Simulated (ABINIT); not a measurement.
# Quasiparticle gap of InF3 (R-3c) in ABINIT

Wanted: ground state, empty states, screening and self-energy for InF3 (R-3c).

Calculated with ABINIT 10.8.3; LDA and many-body steps on it, plane waves.

## (1) Starting point

The structure is trigonal, space group R-3c (No. 167). The conventional cell has a = 5.204 Å, b = 5.204 Å, c = 14.723 Å, α = 90.00°, β = 90.00°, γ = 120.00°. Nearest to In lie 6 F at 2.08 Å. Nearest to F lie 2 In at 2.08 Å. Farther neighbours and most contacts between anions are not listed.

The cell and positions are those that the Materials Project relaxed with its own functionals (PBE, PBE+U or r2SCAN), kept fixed.

## (2) Ground state

This step: ABINIT 10.8.3; DFT, LDA, plane waves, norm-conserving pseudopotentials.

The ground-state density comes first.

File run.abi:

```
acell 3*1.0 Angstrom
rprim 
  2.602141182914 1.502346912402 4.907506134507
  -2.602141182914 1.502346912402 4.907506134507
  0.000000000000 -3.004693824873 4.907506134486
ntypat 2
znucl 49 9
natom 8
typat 1 1 2 2 2 2 2 2
xred 
  0.500000000000 0.500000000000 0.500000000000
  -0.000000000000 0.000000000000 0.000000000000
  0.395709220000 0.750000000000 0.104290780000
  0.750000000000 0.104290780000 0.395709220000
  0.895709220000 0.604290780000 0.250000000000
  0.250000000000 0.895709220000 0.604290780000
  0.604290780000 0.250000000000 0.895709220000
  0.104290780000 0.395709220000 0.750000000000
pp_dirpath "pseudos"
pseudos "In.upf, F.upf"
ecut 36
ngkpt 4 4 4
nshiftk 1
shiftk 0 0 0
kptopt 1
chksymbreak 0
nband 50
occopt 1
tolvrs 1e-08
nstep 60
prtwf 0
optforces 0
optstress 0
indata_prefix "in"
outdata_prefix "out"
tmpdata_prefix "tmp"
```

Launch:

```sh
$ OMP_NUM_THREADS=1 mpirun -n 8 abinit run.abi > log
```

Numbers of over 12 decimals in the logs are rounded to 6 here.

Log:

```text
.Version 10.8.3 of ABINIT. v10.8.2 released Aug 2026.

 Symmetries : space group R-3 c (#167); Bravais hR (rhombohedral)
================================================================================
 Values of the parameters that define the memory need of the present run
     intxc =       0    ionmov =       0      iscf =       7    lmnmax =       6
     lnmax =       6     mgfft =      60  mpssoang =       3    mqgrid =    3001
     natom =       8  nloc_mem =       1    nspden =       1   nspinor =       1
    nsppol =       1      nsym =      12    n1xccc =    2501    ntypat =       2
    occopt =       1   xclevel =       1
-    mband =          50        mffmem =           1         mkmem =           2
       mpw =        8023          nfft =      216000          nkpt =          13
================================================================================
  Rough estimation (10% accuracy) of disk space for files :
================================================================================

--------------------------------------------------------------------------------
------------- Echo of variables that govern the present computation ------------
--------------------------------------------------------------------------------
 -outvars: echo values of preprocessed input variables --------
            acell      1.8897261259E+00  1.8897261259E+00  1.8897261259E+00 Bohr

      chksymbreak           0
             ecut      3.60000000E+01 Hartree
-          fftalg         312

              ixc       -1012
              kpt      0.00000000E+00  0.00000000E+00  0.00000000E+00
                       2.50000000E-01  0.00000000E+00  0.00000000E+00
                       5.00000000E-01  0.00000000E+00  0.00000000E+00
                       2.50000000E-01  2.50000000E-01  0.00000000E+00
                       5.00000000E-01  2.50000000E-01  0.00000000E+00
                      -2.50000000E-01  2.50000000E-01  0.00000000E+00
                       5.00000000E-01  5.00000000E-01  0.00000000E+00
                       2.50000000E-01  2.50000000E-01  2.50000000E-01
                       5.00000000E-01  2.50000000E-01  2.50000000E-01
                      -2.50000000E-01  2.50000000E-01  2.50000000E-01
                       5.00000000E-01  5.00000000E-01  2.50000000E-01
[...]
kptrlatt        4    0    0      0    4    0      0    0    4
          kptrlen      3.93386734E+01
P           mkmem           2
            natom           8
            nband          50
            ngfft          60      60      60
             nkpt          13
            nstep          60
             nsym          12
           ntypat           2
              occ      2.000000  2.000000  2.000000  2.000000  2.000000  2.000000
                       2.000000  2.000000  2.000000  2.000000  2.000000  2.000000
                       2.000000  2.000000  2.000000  2.000000  2.000000  2.000000
                       2.000000  2.000000  2.000000  2.000000  2.000000  2.000000
                       2.000000  2.000000  2.000000  2.000000  2.000000  2.000000
                       2.000000  2.000000  2.000000  2.000000  2.000000  2.000000
                       2.000000  2.000000  2.000000  2.000000  2.000000  2.000000
                       0.000000  0.000000  0.000000  0.000000  0.000000  0.000000
                       0.000000  0.000000
        optforces           0
        optstress           0
            prtwf           0
            rprim      2.6021411829E+00  1.5023469124E+00  4.9075061345E+00
[...]
spgroup         167

           tolvrs      1.00000000E-08

             xred      5.0000000000E-01  5.0000000000E-01  5.0000000000E-01
[...]
znucl       49.00000    9.00000

================================================================================

 chkinp: Checking input parameters for consistency.

================================================================================
== DATASET  1 ==================================================================
-   mpi_nproc: 8, omp_nthreads: 1 (-1 if OMP is not activated)
-    --> not optimal distribution: autoparal keyword recommended in input file <--

--- !DatasetInfo
iteration_state: {dtset: 1, }
dimensions: {natom: 8, nkpt: 13, mband: 50, nsppol: 1, nspinor: 1, nspden: 1, mpw: 8023, }
cutoff_energies: {ecut:  36.0, pawecutdg:  -1.0, }
electrons: {nelect:   8.40000000E+01, charge:   0.00000000E+00, occopt:   1.00000000E+00, tsmear:   1.00000000E-02, }

 Real(R)+Recip(G) space primitive vectors, cartesian coordinates (Bohr,Bohr^-1):
 R(1)=  4.9173342  2.8390242  9.2738426  G(1)=  0.1016811  0.0587056  0.0359434
 R(2)= -4.9173342  2.8390242  9.2738426  G(2)= -0.1016811  0.0587056  0.0359434
 R(3)=  0.0000000 -5.6780484  9.2738426  G(3)=  0.0000000 -0.1174112  0.0359434
 Unit cell volume ucvol=  7.7680102E+02 bohr^3
 Angles (23,13,12)=  5.37710328E+01  5.37710328E+01  5.37710328E+01 degrees

 getcut: wavevector=  0.0000  0.0000  0.0000  ngfft=  60  60  60
         ecut(hartree)=     36.000   => boxcut(ratio)=   2.04307

--- Pseudopotential description ------------------------------------------------
- In Generated using ONCVPSP code by D. R. Hamann
- 49.00000  21.00000  180309                  znucl, zion, pspdat
[...]
--- l  ekb(1:nproj) -->
[...]
pspatm: atomic psp has been read  and splines computed

- F Generated using ONCVPSP code by D. R. Hamann
-  9.00000   7.00000  201202                  znucl, zion, pspdat
12 -1012 2 -1 824                             pspcod,pspxc,lmax,lloc,mmax
     nproj     2     2     1
  pspatm : epsatm=    4.94580260
         --- l  ekb(1:nproj) -->
[...]
2   -2.364936
 pspatm: atomic psp has been read  and splines computed

   8.19341384E+03                                ecore*ucvol(ha*bohr**3)
--------------------------------------------------------------------------------

_setup2: Arith. and geom. avg. npw (full set) are    8015.891    8015.887

================================================================================

--- !BeginCycle
iteration_state: {dtset: 1, }
solver: {iscf: 7, nstep: 60, nline: 4, wfoptalg: 0, }
tolerances: {tolvrs: 1.00E-08, }

     iter   Etot(hartree)      deltaE(h)  residm     vres2
 ETOT  1  -545.46619446342    -5.455E+02 3.093E-01 1.130E+03
 ETOT  2  -546.10369399366    -6.375E-01 1.612E-02 8.199E+02
 ETOT  3  -546.36633555955    -2.626E-01 7.220E-03 4.003E+01
 ETOT  4  -546.37290211888    -6.567E-03 1.884E-03 3.658E+00
 ETOT  5  -546.37371840988    -8.163E-04 5.846E-02 2.599E-01
 ETOT  6  -546.37375521749    -3.681E-05 6.520E-03 7.825E-03
 ETOT  7  -546.37375614076    -9.233E-07 2.569E-04 1.138E-04
 ETOT  8  -546.37375615440    -1.363E-08 2.795E-04 4.614E-06
 ETOT  9  -546.37375615515    -7.576E-10 8.151E-05 1.870E-07
 ETOT 10  -546.37375615516    -1.125E-11 9.047E-05 2.565E-09

 At SCF step   10       vres2   =  2.56E-09 < tolvrs=  1.00E-08 =>converged.

--- !ResultsGS
iteration_state: {dtset: 1, }
comment   : Summary of ground state results
lattice_vectors:
- [  4.9173342,   2.8390242,   9.2738426, ]
- [ -4.9173342,   2.8390242,   9.2738426, ]
- [  0.0000000,  -5.6780484,   9.2738426, ]
lattice_lengths: [  10.87402,   10.87402,   10.87402, ]
lattice_angles: [ 53.771,  53.771,  53.771, ] # degrees, (23, 13, 12)
lattice_volume:   7.7680102E+02
convergence: {deltae: -1.125E-11, res2:  2.565E-09, residm:  9.047E-05, diffor:  0.000E+00, }
etotal    :  -5.46373756E+02
entropy   :   0.00000000E+00
fermie    :  -3.76460518E-02
cartesian_stress_tensor: null
pressure_GPa: null
xred      :
- [  5.0000E-01,   5.0000E-01,   5.0000E-01, In]
- [  0.0000E+00,   0.0000E+00,   0.0000E+00, In]
- [  3.9571E-01,   7.5000E-01,   1.0429E-01,  F]
- [  7.5000E-01,   1.0429E-01,   3.9571E-01,  F]
- [  8.9571E-01,   6.0429E-01,   2.5000E-01,  F]
- [  2.5000E-01,   8.9571E-01,   6.0429E-01,  F]
- [  6.0429E-01,   2.5000E-01,   8.9571E-01,  F]
- [  1.0429E-01,   3.9571E-01,   7.5000E-01,  F]
cartesian_forces: null
force_length_stats: {min: null, max: null, mean: null, }

 Integrated electronic density in atomic spheres:
 ------------------------------------------------
 Atom  Sphere_radius  Integrated_density
[...]
================================================================================

 ----iterations are completed or convergence reached----

 Mean square residual over all n,k,spin=   67.342E-08; max=  90.474E-06
 reduced coordinates (array xred) for    8 atoms
[...]
0.750000000000      0.104290780000      0.395709220000
       0.895709220000      0.604290780000      0.250000000000
       0.250000000000      0.895709220000      0.604290780000
       0.604290780000      0.250000000000      0.895709220000
       0.104290780000      0.395709220000      0.750000000000
 rms dE/dt=  0.0000E+00; max dE/dt=  0.0000E+00; dE/dt below (all hartree)
    1       0.000000000000      0.000000000000      0.000000000000
    2       0.000000000000      0.000000000000      0.000000000000
    3       0.000000000000      0.000000000000      0.000000000000
    4       0.000000000000      0.000000000000      0.000000000000
    5       0.000000000000      0.000000000000      0.000000000000
    6       0.000000000000      0.000000000000      0.000000000000
    7       0.000000000000      0.000000000000      0.000000000000
    8       0.000000000000      0.000000000000      0.000000000000

 cartesian coordinates (angstrom) at end:
    1      0.000000    -3.45e-11     7.361259
    2      0.000000     0.000000     0.000000
    3     -0.921915     1.407891     6.134383
    4      1.680227     0.094456     6.134383
    5      0.758312     1.502347     8.588136
    6     -1.680227    -0.094456     8.588136
    7      0.921915    -1.407891     8.588136
    8     -0.758312    -1.502347     6.134383
 length scales=  1.889726125908  1.889726125908  1.889726125908 bohr
              =  1.000000000000  1.000000000000  1.000000000000 angstroms
 prteigrs : about to open file out_EIG
 Fermi (or HOMO) energy (hartree) =  -0.03765   Average Vxc (hartree)=  -0.37863
 Eigenvalues (hartree) for nkpt=  13  k points:
 kpt#   1, nband= 50, wtk=  0.01563, kpt=  0.0000  0.0000  0.0000 (reduced coord)
  -4.11497   -4.11496   -2.59421   -2.59421   -2.59419   -2.59419   -2.59354   -2.59352
  -0.77003   -0.75295   -0.75295   -0.74826   -0.74452   -0.74452   -0.44002   -0.44002
  -0.42236   -0.42236   -0.42146   -0.41613   -0.41592   -0.41592   -0.39554   -0.39554
  -0.22822   -0.15250   -0.15250   -0.13983   -0.08876   -0.08417   -0.08378   -0.07896
  -0.07896   -0.05970   -0.05970   -0.04857   -0.04603   -0.04603   -0.04414   -0.04414
  -0.03882   -0.03882    0.10973    0.30850    0.34547    0.38581    0.38581    0.42215
   0.45542    0.45545
 prteigrs : prtvol=0 or 1, do not print more k-points.

--- !EnergyTerms
iteration_state     : {dtset: 1, }
comment             : Components of total free energy in Hartree
kinetic             :  2.32605197166046E+02
hartree             :  1.93908040145194E+02
xc                  : -8.82137596856800E+01
Ewald energy        : -2.90113483395514E+02
psp_core            :  1.05476352476352E+01
local_psp           : -5.54039024238454E+02
non_local_psp       : -5.10683613943926E+01
total_energy        : -5.46373756155165E+02
total_energy_eV     : -1.48675873134056E+04
band_energy         : -6.80585709004036E+01

== END DATASET(S) ==============================================================
================================================================================

 -outvars: echo values of variables after computation  --------
           etotal     -5.4637375616E+02
            nband          50
             nkpt          13
          spgroup         167
 [... the other variables as echoed above ...]

 Calculation completed.
```

Wall time 45 s (8 MPI ranks of Arm Neoverse V2, shared host); peak memory 0.92 GiB; 6 min of CPU time.

This step gave:

```
total energy               : -14867.5873 eV
gap                        : 4.010 eV
k of the valence top       : 0.5, 0.5, 0
k of the conduction bottom : 0, 0, 0
least direct gap           : 4.042 eV
```

The gap is indirect, with the least direct gap 0.03 eV higher.

(Continued in part 2 of 3.)

[Paths, hosts, dates, memory and timing lines, banners, echoed tables and standing remarks are left out of the program output.]

[Logs are printed without paths, hosts, clocks, repeated set-up lines and the standing remarks that a program may print on its own settings, such as how far it seeks lower states.]

[Runs of the session that timed out or met a known fault of the program may be left out.]

[Hosts, paths, dates, database ids (printed as entryN), source tags and the programs' standing remarks are cut or masked in the printed files.]

[G0W0 gaps are taken among the corrected bands and points alone; a level outside them can change the order at an edge.]

[Where Ansatz stands beside ABINIT at settings called matched, ABINIT's density can come from a denser mesh and the files from another edition; pairs whose starting gaps differed by over 0.03 eV were left out, so agreement reads better than it is.]
